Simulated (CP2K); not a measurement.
The C K edge of 3-silylpyridine was computed by TDDFT (CP2K XAS_TDP, aug-pc-1, TDA) at these levels: PBE0, PBEh(45%) and PBEh(45%) + GW2X. The first three lines of C2 (bonded to 2 C and Si) with a strength over 0.0015, energy in eV and strength:

```tsv
run	first	second	third
1	275.17 (0.032)	275.88 (0.002)	277.45 (0.003)
2	285.70 (0.046)	288.90 (0.013)	289.50 (0.005)
3	280.87 (0.047)	284.06 (0.013)	284.67 (0.005)
```

**Question.** Which run is which?

Run 1: PBE0 (25 % exact exchange). Run 2: PBEh(45%) + GW2X (45 % exact exchange). Run 3: PBEh(45%) (45 % exact exchange). Self-interaction lifts the core level, so the uncorrected lines rise with the share of exact exchange. The GW2X run keeps the spacings of its parent: 3.20 eV between the first two lines in run 2, 3.19 eV in run 3. Its shift is +4.83 eV, since the Kohn–Sham level at this share of exchange lies that far above the quasiparticle level.

[Banner, clock and machine lines of the logs are left out without a mark of their own.]

[Logs are printed without paths, hosts, clocks, repeated set-up lines and the standing remarks that a program may print on its own settings, such as how far it seeks lower states.]

[Hosts, paths, dates, database ids (printed as entryN), source tags and the programs' standing remarks are cut or masked in the printed files.]
